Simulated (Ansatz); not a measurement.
In doubt: one-shot GW on d or f shells is unsure, so the values of those runs are not to be relied on; masses and optical values from hybrid runs of this build are listed as unsure (in some of the runs), which bears on the screening that GW takes from such a start.

Two G0W0 runs on CsCu2I3 (Cmcm).

```xyz
12
Lattice="5.2740 -6.5862 0.0000 5.2740 6.5862 0.0000 0.0000 0.0000 6.0972" Properties=species:S:1:pos:R:3 pbc="T T T"
Cs    5.2740    2.2683    1.5243
Cs    5.2740   -2.2683    4.5729
Cu    8.9763    0.0000    0.0000
Cu    1.5716    0.0000    3.0486
Cu    1.5716    0.0000    0.0000
Cu    8.9763    0.0000    3.0486
I     5.2740   -5.0003    1.5243
I     5.2740    5.0003    4.5729
I     7.5628   -1.5675    1.5243
I     2.9851    1.5675    4.5729
I     7.5628    1.5675    4.5729
I     2.9851   -1.5675    1.5243
```

The cell and positions come from the Crystallography Open Database and are kept as given unless a step says otherwise. Spin-orbit coupling is left out unless a run names it. PAW set soft_2, made with PBE.

The first (Ansatz 0.2.0; start r2SCAN, 2×2×2 mesh, 961 empty bands, screening to 100 eV; 1 × NVIDIA H100 80GB HBM3 (shared by 6 runs) with 2 threads of AMD EPYC 7R13 (Zen 3), shared host) gave, on its mesh: starting gap 2.50 eV, G0W0 gap 3.35 eV, RPA ε∞ (mean) 3.88, 65 s.

The second changes start from r2SCAN to HSE06. What does it give?

It gave: starting gap 3.36 eV, G0W0 gap 3.78 eV, RPA ε∞ (mean) 3.47, 3 min. The G0W0 gap moves by +0.43 eV, +0.87 eV from the start and −0.44 eV from the correction. Σc changes by −1.49 eV at the valence top and +0.11 eV at the conduction bottom, and Σx − Vxc between them by −2.04 eV.

Limits: not at the basis limit; d shell near the gap, gap tends to lie low; no spin-orbit coupling; coarse k mesh.

[Paths, hosts, dates, memory and timing lines, banners, echoed tables and standing remarks are left out of the program output.]

[Logs are printed without paths, hosts, clocks, repeated set-up lines and the standing remarks that a program may print on its own settings, such as how far it seeks lower states.]

[Runs of the session that timed out or met a known fault of the program may be left out.]

[Cells called generated may have been cut or substituted from an entry of the Crystallography Open Database or the Materials Project.]

[Hosts, paths, dates, database ids (printed as entryN), source tags and the programs' standing remarks are cut or masked in the printed files.]
